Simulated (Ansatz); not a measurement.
## Y2CF2 MXene monolayer in a perpendicular field

Aim: how the Y2CF2 MXene monolayer screens a field along its normal, and what the field does to its bands. A positive field points along +c.

Calculated with Ansatz 0.2.0; plane-wave DFT, PBE-D3(BJ), Ansatz PAW.

## 1. Set-up

The cell holds 5 atoms: 2 F, 2 Y and 1 C. Its edges and angles: a = 3.478 Å, b = 3.478 Å, c = 40.805 Å, α = 90.0°, β = 90.0°, γ = 120.0°. Vacuum lies along c.

## 2. Relaxation

The starting cell is a guess, so the in-plane lattice and the atoms are relaxed first, with the slab cut off from its images along the normal.

Contents of input.yaml:

```yaml
crystal:
  lattice:
    - [3.47776, 0.0, 0.0]
    - [-1.73888, 3.0118285083, 0.0]
    - [0.0, 0.0, 40.8048287095]
  atoms:
    - { symbol: F, position: [0.3333333333, 0.6666666667, 0.439898918] }
    - { symbol: "Y", position: [0.6666666667, 0.3333333333, 0.4663708565] }
    - { symbol: C, position: [0.0, 0.0, 0.5] }
    - { symbol: "Y", position: [0.3333333333, 0.6666666667, 0.5336291435] }
    - { symbol: F, position: [0.6666666667, 0.3333333333, 0.560101082] }
  periodic: [true, true, false]
kpoints:
  mp_grid: { grid: [12, 12, 1] }
hamiltonian:
  xc: pbe
  dispersion: d3bj
scf:
  occupations: { method: fermi_dirac, width: 0.05 }
  convergence: { dr2_threshold: 1.0e-09 }
relax:
  f_tol: 0.004
  max_steps: 90
  cell: {}
output:
  write_potential: true
  write_density: true
  volumetric_format: npy
```

Command:

```bash
$ ansatz run input.yaml --threads 2 --pin off --max-ram 3072MiB --backend cpu --events-out ev --progress --plain --runs-dir out
```

Numbers of over 12 decimals in the logs are rounded to 6 here.

The program printed:

```text
Warning: relax.cell: scf.convergence.dr2_threshold = 1e-9 eV is looser than the 2.25069178327e-10 eV advised for a relaxation that steers and ends on the stress (1e-10 eV for each atom of the cell: 5, times the square of relax.cell.stress_2d_tol = 0.05 N/m over 14.9 Å (the atoms' height at the walk's start and 5 Å past either face), 3.355e-2 GPa, over a crystal's default 0.05). What an SCF threshold leaves in a stress goes as its square root, and in the free energy as the threshold itself, and one threshold admits the most on a small cell: [figures from the program's tests cut] Set scf.convergence.dr2_threshold to 2.25069178327e-10 eV or tighter. [rest of the remark cut]
Engine: ansatz 0.2.0, x86_64-unknown-linux-gnu
Pseudopotentials: kind: paw
Pseudopotential: F, paw, valence charge 7, recommended cutoff 420 eV (normal), F.paw.azcp
Pseudopotential: Y, paw, valence charge 11, recommended cutoff 420 eV (normal), Y.paw.azcp
Pseudopotential: C, paw, valence charge 4, recommended cutoff 420 eV (normal), C.paw.azcp
Functional definition: PBE
  parameter kappa = 0.804
  parameter beta = 0.066725
  exchange = pbe_x(kappa = kappa, mu = beta*pi^2/3)
  correlation = pbe_c(beta = beta)
Crystal: 5 atoms, lattice volume = 427.407 Å³
Basis set: ecut = 420 eV, 8351 PW (Γ), exchange–correlation on 48×48×576 points (8 copies of the dense FFT grid, shifted against one another)
Bands: 25, of which v1, the nominal top of the filled ones, is band 20 counted from 1 (19 counted from 0)
Symmetry: 12 space group operations
Space group: P-3m1 (ITA 164), of the structure as read, at distance tolerance 7.5e-5 Å
k-points: 19 of 144
Non-local potential: F, projectors of the file, l = 0: 2, l = 1: 2, l = 2: 1
Non-local potential: Y, projectors of the file, l = 0: 3, l = 1: 2, l = 2: 2, l = 3: 1
Non-local potential: C, projectors of the file, l = 0: 2, l = 1: 2, l = 2: 1
PAW form: soft (Blöchl's): semilocal exchange-correlation on the pseudo side does not see the compensation charge
PAW one-centre angular grid: F, 110 points (default); XC on 64 Gauss nodes
PAW one-centre angular grid: Y, 590 points (default); XC on 64 Gauss nodes
PAW one-centre angular grid: C, 110 points (default); XC on 64 Gauss nodes
Initial density: superposition of atomic densities (neutral atoms: chi_scale 0, normalization atom), corrected by the library's trained network
Initial wavefunctions: pseudopotential atomic-orbital guess
Functional: x = pbe(κ = 0.804, μ = 0.219515), c = pbe(β = 0.066725)
SCF iter   1: F=—  HF=-9572.019175 eV  |F-HF|=—  |Δ(HF+E_count)|=         —  Δρ=2.28e-3  dr2=2.64e-2  ethr=1.77e-3  ⟨swp⟩=10.3  Hψ=3310  notcnv=0
preconditioner: auto → Resta (q_TF=auto, 1.838 Å⁻¹)  ε∞=1.5  [insulator: Δε(μ)=0.956 eV  Ē_g=14.761 eV  σ=0.050 eV  W_gap=1.00  n_scr=22 (ndim 8)  ℏωp=10.2 eV  f_vac=0.810  D(μ)=0.00/eV (n_scr^D=0)  ε∞_Penn≈1.5  vacuum switching on, ρ_ref=1.6e-2 e/Å³]
SCF iter   2: F=—  HF=-9572.015606 eV  |F-HF|=—  |Δ(HF+E_count)|=   3.57e-3  Δρ=1.34e-3  dr2=1.12e-2  ethr=6.60e-5  ⟨swp⟩=4.1  Hψ=1234  notcnv=0  defer=9
SCF iter   3: F=—  HF=-9572.013939 eV  |F-HF|=—  |Δ(HF+E_count)|=   1.67e-3  Δρ=6.71e-4  dr2=1.61e-3  ethr=2.81e-5  ⟨swp⟩=2.1  Hψ=687  notcnv=0  defer=9
SCF iter   4: F=—  HF=-9572.013763 eV  |F-HF|=—  |Δ(HF+E_count)|=   1.76e-4  Δρ=2.65e-4  dr2=2.07e-4  ethr=4.02e-6  ⟨swp⟩=3.2  Hψ=817  notcnv=0  defer=9
SCF iter   5: F=—  HF=-9572.013781 eV  |F-HF|=—  |Δ(HF+E_count)|=   1.82e-5  Δρ=6.91e-5  dr2=1.60e-5  ethr=5.17e-7  ⟨swp⟩=2.9  Hψ=962  notcnv=0  defer=9
SCF iter   6: F=—  HF=-9572.013798 eV  |F-HF|=—  |Δ(HF+E_count)|=   1.65e-5  Δρ=2.26e-5  dr2=1.18e-6  ethr=3.99e-8  ⟨swp⟩=3.4  Hψ=1040  notcnv=0  defer=9
SCF iter   7: F=—  HF=-9572.013964 eV  |F-HF|=—  |Δ(HF+E_count)|=   1.66e-4  Δρ=4.27e-6  dr2=5.95e-8  ethr=2.96e-9  ⟨swp⟩=3.6  Hψ=1064  notcnv=0  defer=11
SCF iter   8: F=—  HF=-9572.013964 eV  |F-HF|=—  |Δ(HF+E_count)|=   2.42e-8  Δρ=1.45e-6  dr2=6.75e-9  ethr=1.49e-10  ⟨swp⟩=3.3  Hψ=1021  notcnv=0  defer=11
SCF iter   9: F=-9572.013964 eV  HF=-9572.013964 eV  |F-HF|=3.35e-10  |Δ(HF+E_count)|=  4.71e-10  Δρ=3.67e-7  dr2=3.84e-10  ethr=2.50e-12  ⟨swp⟩=11.5  Hψ=3769  notcnv=0
SCF 1 converged in 9 iterations: F = -9572.013964 eV  dr2 = 3.84e-10
  greatest PAW one-centre occupation: 0.993 electrons in one spin orbital (limit 2), on the Y atom at site 3 (counted from 0), in its partial waves of l = 0
relax step   1: F+E_penalty+E_count = -9572.01396373 eV  Δ(F+E_penalty+E_count) = +0.000e0 eV  max|allowed force component| = 9.683e-1 eV/Å  Δτ_max = 0.0000 Å  P = +7.180 N/m  Ω = 427.407 Å³  fix = [c, alpha, beta]  reactions: c +0.000 N/m  (9 SCF iters, accepted)
Crystal: 5 atoms, lattice volume = 443.952 Å³
Basis set: ecut = 420 eV, 8579 PW (Γ), exchange–correlation on 48×48×576 points (8 copies of the dense FFT grid, shifted against one another)
Initial density: handed on by an earlier stage of this run
Initial wavefunctions: those handed on with the density
iter 1 solved again at ethr=1.04e-3 eV; its pass at ethr=3.10e-3 eV (dr2=4.17e-1 eV) is discarded
SCF iter   1: F=—  HF=-9572.297046 eV  |F-HF|=—  |Δ(HF+E_count)|=         —  Δρ=6.32e-3  dr2=4.28e-1  ethr=1.04e-3  ⟨swp⟩=1.6  Hψ=3186  notcnv=0
preconditioner: auto → Resta (q_TF=auto, 1.827 Å⁻¹)  ε∞=1.5  [insulator: Δε(μ)=0.755 eV  Ē_g=14.533 eV  σ=0.050 eV  W_gap=1.00  n_scr=22 (ndim 8)  ℏωp=10.0 eV  f_vac=0.806  D(μ)=0.00/eV (n_scr^D=0)  ε∞_Penn≈1.5  vacuum switching on, ρ_ref=1.5e-2 e/Å³]
SCF iter   2: F=—  HF=-9572.200456 eV  |F-HF|=—  |Δ(HF+E_count)|=   9.66e-2  Δρ=4.57e-3  dr2=1.46e-1  ethr=1.04e-3  ⟨swp⟩=4.9  Hψ=1371  notcnv=0  defer=4
SCF iter   3: F=—  HF=-9572.170846 eV  |F-HF|=—  |Δ(HF+E_count)|=   2.96e-2  Δρ=1.42e-3  dr2=1.32e-2  ethr=3.65e-4  ⟨swp⟩=2.9  Hψ=971  notcnv=0  defer=12
SCF iter   4: F=—  HF=-9572.167881 eV  |F-HF|=—  |Δ(HF+E_count)|=   2.96e-3  Δρ=4.60e-4  dr2=8.92e-4  ethr=3.29e-5  ⟨swp⟩=3.2  Hψ=984  notcnv=0  defer=12
SCF iter   5: F=—  HF=-9572.167910 eV  |F-HF|=—  |Δ(HF+E_count)|=   2.87e-5  Δρ=1.60e-4  dr2=6.79e-5  ethr=2.23e-6  ⟨swp⟩=3.1  Hψ=880  notcnv=0  defer=12
SCF iter   6: F=—  HF=-9572.167917 eV  |F-HF|=—  |Δ(HF+E_count)|=   7.61e-6  Δρ=5.28e-5  dr2=9.15e-6  ethr=1.70e-7  ⟨swp⟩=3.4  Hψ=1006  notcnv=0  defer=12
SCF iter   7: F=—  HF=-9572.167917 eV  |F-HF|=—  |Δ(HF+E_count)|=   5.19e-8  Δρ=1.45e-5  dr2=7.98e-7  ethr=2.29e-8  ⟨swp⟩=2.7  Hψ=879  notcnv=0  defer=12
SCF iter   8: F=—  HF=-9572.168072 eV  |F-HF|=—  |Δ(HF+E_count)|=   1.55e-4  Δρ=5.38e-6  dr2=2.13e-7  ethr=1.99e-9  ⟨swp⟩=3.4  Hψ=1078  notcnv=0  defer=12
[...]
SCF iter   4: F=—  HF=-9572.122709 eV  |F-HF|=—  |Δ(HF+E_count)|=   9.93e-4  Δρ=2.97e-4  dr2=1.95e-4  ethr=1.99e-5  ⟨swp⟩=2.1  Hψ=878  notcnv=0  defer=4
SCF iter   5: F=—  HF=-9572.122763 eV  |F-HF|=—  |Δ(HF+E_count)|=   5.46e-5  Δρ=1.95e-4  dr2=1.19e-4  ethr=4.89e-7  ⟨swp⟩=3.2  Hψ=979  notcnv=0  defer=4
SCF iter   6: F=—  HF=-9572.122743 eV  |F-HF|=—  |Δ(HF+E_count)|=   2.00e-5  Δρ=2.79e-5  dr2=1.50e-6  ethr=2.98e-7  ⟨swp⟩=2.2  Hψ=747  notcnv=0  defer=4
SCF iter   7: F=—  HF=-9572.122877 eV  |F-HF|=—  |Δ(HF+E_count)|=   1.33e-4  Δρ=8.65e-6  dr2=1.84e-7  ethr=3.76e-9  ⟨swp⟩=4.2  Hψ=1334  notcnv=0  defer=4
SCF iter   8: F=—  HF=-9572.122877 eV  |F-HF|=—  |Δ(HF+E_count)|=   1.04e-7  Δρ=1.80e-6  dr2=9.44e-9  ethr=4.60e-10  ⟨swp⟩=3.0  Hψ=894  notcnv=0  defer=4
SCF iter   9: F=-9572.122877 eV  HF=-9572.122877 eV  |F-HF|=2.18e-11  |Δ(HF+E_count)|=   4.32e-9  Δρ=3.65e-7  dr2=4.02e-10  ethr=2.50e-12  ⟨swp⟩=11.9  Hψ=3960  notcnv=0
SCF 3 converged in 9 iterations: F = -9572.122877 eV  dr2 = 4.02e-10
relax step   3: F+E_penalty+E_count = -9572.12287679 eV  Δ(F+E_penalty+E_count) = +4.520e-2 eV  max|allowed force component| = 9.850e-1 eV/Å  Δτ_max = 0.1220 Å  P = -1.449 N/m  Ω = 455.676 Å³  energy of the carried Pulay correction = -1.091e-2 eV  fix = [c, alpha, beta]  (9 SCF iters, rejected (line search))
[...]
relax step   4: F+E_penalty+E_count = -9572.19054715 eV  Δ(F+E_penalty+E_count) = -2.248e-2 eV  max|allowed force component| = 1.498e-2 eV/Å  Δτ_max = 0.0567 Å  P = -0.150 N/m  Ω = 445.756 Å³  energy of the carried Pulay correction = -7.165e-3 eV  fix = [c, alpha, beta]  reactions: c -0.000 N/m  (9 SCF iters, accepted)
[...]
relax step   5: F+E_penalty+E_count = -9572.19076722 eV  Δ(F+E_penalty+E_count) = -2.201e-4 eV  max|allowed force component| = 2.231e-3 eV/Å  Δτ_max = 0.0026 Å  P = -0.020 N/m  Ω = 445.411 Å³  energy of the carried Pulay correction = -7.033e-3 eV  fix = [c, alpha, beta]  reactions: c -0.000 N/m  (7 SCF iters, accepted)
[...]
relax step   6: F+E_penalty+E_count = -9572.20056900 eV  Δ(F+E_penalty+E_count) = -9.802e-3 eV  max|allowed force component| = 2.670e-3 eV/Å  Δτ_max = 0.0000 Å  P = +0.194 N/m  Ω = 445.411 Å³  fix = [c, alpha, beta]  reactions: c +0.000 N/m  stress off target by 1.94e-1 N/m on what of the cell is left free  SCF on the basis re-selected at this cell (its energy is not comparable with the rows above)  (6 SCF iters)
[...]
relax step   7: F+E_penalty+E_count = -9572.20034010 eV  Δ(F+E_penalty+E_count) = +2.289e-4 eV  max|allowed force component| = 6.748e-3 eV/Å  Δτ_max = 0.0022 Å  P = +0.003 N/m  Ω = 446.322 Å³  energy of the carried Pulay correction = -3.592e-4 eV  fix = [c, alpha, beta]  reactions: c +0.000 N/m  (7 SCF iters, accepted)
[...]
relax step   8: F+E_penalty+E_count = -9572.20034390 eV  Δ(F+E_penalty+E_count) = -3.807e-6 eV  max|allowed force component| = 1.238e-4 eV/Å  Δτ_max = 0.0003 Å  P = +0.000 N/m  Ω = 446.318 Å³  energy of the carried Pulay correction = -3.576e-4 eV  fix = [c, alpha, beta]  reactions: c +0.000 N/m  (5 SCF iters, accepted)
iter 1 solved again at ethr=3.83e-8 eV; its pass at ethr=3.10e-3 eV (dr2=1.53e-5 eV) is discarded
SCF iter   1: F=—  HF=-9572.200539 eV  |F-HF|=—  |Δ(HF+E_count)|=         —  Δρ=7.58e-6  dr2=3.75e-8  ethr=3.83e-8  ⟨swp⟩=7.3  Hψ=5590  notcnv=0
SCF iter   2: F=—  HF=-9572.200677 eV  |F-HF|=—  |Δ(HF+E_count)|=   1.38e-4  Δρ=3.48e-6  dr2=1.85e-8  ethr=9.36e-11  ⟨swp⟩=3.9  Hψ=1367  notcnv=0
SCF iter   3: F=—  HF=-9572.200685 eV  |F-HF|=—  |Δ(HF+E_count)|=   7.93e-6  Δρ=1.91e-6  dr2=2.28e-9  ethr=4.61e-11  ⟨swp⟩=2.4  Hψ=757  notcnv=0
SCF iter   4: F=-9572.200691 eV  HF=-9572.200690 eV  |F-HF|=1.07e-6  |Δ(HF+E_count)|=   5.25e-6  Δρ=6.21e-7  dr2=4.28e-10  ethr=2.50e-12  ⟨swp⟩=17.9  Hψ=4324  notcnv=0
SCF 9 converged in 4 iterations: F = -9572.200691 eV  dr2 = 4.28e-10
relax step   9: F+E_penalty+E_count = -9572.20069131 eV  Δ(F+E_penalty+E_count) = -3.474e-4 eV  max|allowed force component| = 1.390e-4 eV/Å  Δτ_max = 0.0000 Å  P = +0.003 N/m  Ω = 446.318 Å³  fix = [c, alpha, beta]  reactions: c +0.000 N/m  stress off target by 3.17e-3 N/m on what of the cell is left free  SCF on the basis re-selected at this cell (its energy is not comparable with the rows above)  (4 SCF iters)
basis re-selected at this cell: Δ(F+E_penalty+E_count) = -3.474e-4 eV, ΔP = +0.003 N/m vs the last step (what re-selecting the basis moved, of the pressure what is left beyond the Pulay correction that the steps carried, after the strain that the cell walked since its last selection, with what the two solves' SCF thresholds leave and, on support functions, any second-order correction that the steps lacked; it is no m [...]
WARN: The output density's exchange-correlation potential varies sharply where the density is thin. Do not read a vacuum level from v_tot or v_xc, or from such a field of the output density. On a cell that repeats whose density bears no net charge and no dipole along the vacuum's axis use v_es (v_loc + v_h of the components); under efield.dipole_correction with no amplitude use v_es + v_field, which holds any externa [...]
SCF converged after 4 iterations
Free energy (F): -9572.200691 eV
Harris-Foulkes:  -9572.200690 eV  (|F-HF|=1.07e-6)
Internal energy: -9572.200690 eV  (E = F + TS)
E sigma→0 (E₀):  -9572.200691 eV
Entropy (-TS):   -0.000002 eV (-0.000 meV/atom)
Fermi energy:    -3.713103 eV
--- Per-component energies (eV) ---
  E_band       = -781.676165
  E_kinetic    = 1114.427358
  E_local      = -108804.927355  (includes V_loc(G=0)·N_el)
  E_nonlocal   = 272.412066
  E_hartree    = 53773.672867
  E_xc         = -557.750148
  E_vxc        = -666.705230  (∫ρ·V_xc dr)
  E_paw        = -6150.190800  (= ΣΔE_a)
  E_vpaw       = -244.233523  (= ΣTr[D̂ρ^β])
  E_aug_tail   = 0.004139  (compensation charges beyond the density's cutoff)
  E_ewald      = 50780.913439
  E_disp       = -0.762257  (pairwise vdW)
  E_smearing   = -0.000002  (= −TS)
  E_closure    = -0.000000  (closes the sum)
  Σ components = -9572.200691   (vs F -9572.200691, Δ=0.00e0)
--- Forces (eV/Å), atoms counted from 1 ---
  atom   1  F     -0.00000000    -0.00000000    -0.00008658
  atom   2  Y      0.00000000    -0.00000000     0.00013902
  atom   3  C      0.00000000    -0.00000000     0.00000000
  atom   4  Y     -0.00000000     0.00000000    -0.00013902
  atom   5  F      0.00000000     0.00000000     0.00008658
  max |Σ_I F_I| component: 1.73e-18 eV/Å
--- 2D stress c σ (N/m, compression-positive) ---
        0.003169       0.000000      -0.000000
        0.000000       0.003169      -0.000000
       -0.000000      -0.000000       0.000000
  P = ½ c Tr σ = 0.0032 N/m
--- Band table (eV; the first three rows and the last of 19) ---
  k-point 0: bands = [... 16 lower, -9.8803, -5.7919, -4.2906, -4.2906, -1.4497, -1.2831, -1.1110, -1.1110, ... 1 higher]
  k-point 1: bands = [... 16 lower, -9.8306, -5.7048, -4.5074, -4.3167, -1.4600, -1.3027, -1.1257, -0.9764, ... 1 higher]
  k-point 2: bands = [... 16 lower, -9.7872, -5.4995, -4.9554, -4.3731, -1.9000, -1.1520, -0.8660, -0.6883, ... 1 higher]
  k-point 18: bands = [... 16 lower, -9.8105, -5.5258, -5.5258, -4.9113, -1.2770, -0.2942, -0.2942, 0.3811, ... 1 higher]
  the weakly bound empty levels are not read free of the cell's end (no_gap_told)
--- Relaxed structure (7 steps of the walk, 6 accepted, 2 SCFs on fresh bases) ---
  F+E_penalty+E_count = -9572.20069131 eV   max|allowed force component| = 1.390e-4 eV/Å   (the final SCF, on the basis selected at the relaxed cell)
  cell:  # Å, volume = 446.3182 Å³
    - [3.553867, 0.0, 0]
    - [-1.776934, 3.077739, 0]
    - [0, 0, 40.8048287095]
  atoms:
    - { symbol: F, position: [0.333333, 0.666667, 0.437584] }
    - { symbol: Y, position: [0.666667, 0.333333, 0.466402] }
    - { symbol: C, position: [0, 0, 0.500000] }
    - { symbol: Y, position: [0.333333, 0.666667, 0.533598] }
    - { symbol: F, position: [0.666667, 0.333333, 0.562416] }
```

Run time: 34 s. Hardware: 2 threads of Intel Xeon Platinum 8559C (Emerald Rapids), shared host; peak memory 0.78 GiB.

The steps of the relaxation:

| step | energy less that of the first step (eV) | largest force component (eV/Å) | volume (Å³) |
| --- | --- | --- | --- |
| 1 | 0.0000 | 0.9683 | 427.41 |
| 2 | -0.1541 | 0.4131 | 443.95 |
| 3 | -0.1089 | 0.9850 | 455.68 |
| 4 | -0.1766 | 0.0150 | 445.76 |
| 5 | -0.1768 | 0.0022 | 445.41 |
| 6* | -0.1866 | 0.0027 | 445.41 |
| 7 | -0.1864 | 0.0067 | 446.32 |
| 8 | -0.1864 | 0.0001 | 446.32 |
| 9* | -0.1867 | 0.0001 | 446.32 |

Relaxation steps marked * repeat the geometry before them on a plane-wave basis chosen anew for their cell, so energy and pressure can jump there. Relaxation step 3 was tried and not accepted.

Forces are held to the 12 operations that the run works with; a distortion that breaks them can't arise in this run.

| cell as run | before | after | change |
| --- | --- | --- | --- |
| a (Å) | 3.478 | 3.554 | +2.2 % |
| b (Å) | 3.478 | 3.554 | +2.2 % |

The atoms that moved most (Å, along periodic axes as changes of fractional coordinates times the final cell, across vacuum about the mean position):

| atom | dx | dy | dz | length |
| --- | --- | --- | --- | --- |
| F1 | 0.000 | 0.000 | -0.094 | 0.094 |
| F5 | 0.000 | 0.000 | 0.094 | 0.094 |

Final coordinates:

```xyz
5
Lattice="3.5539 0.0000 0.0000 -1.7769 3.0777 0.0000 0.0000 0.0000 40.8048" Properties=species:S:1:pos:R:3
F     0.0000    2.0518   17.8555
Y     1.7769    1.0259   19.0315
C     0.0000    0.0000   20.4024
Y     0.0000    2.0518   21.7734
F     1.7769    1.0259   22.9493
```

The lattice constant a goes from 3.478 to 3.554 Å.

[end of part 1 of 2]

[Logs are printed without paths, hosts, clocks, repeated set-up lines and the standing remarks that a program may print on its own settings, such as how far it seeks lower states.]

[Hosts, paths, dates, database ids (printed as entryN), source tags and the programs' standing remarks are cut or masked in the printed files.]

[Maps of the electrostatic potential energy from Ansatz leave out the sawtooth potential of an applied field or a dipole correction, so their vacuum need not be flat; planar profiles and work functions include it.]
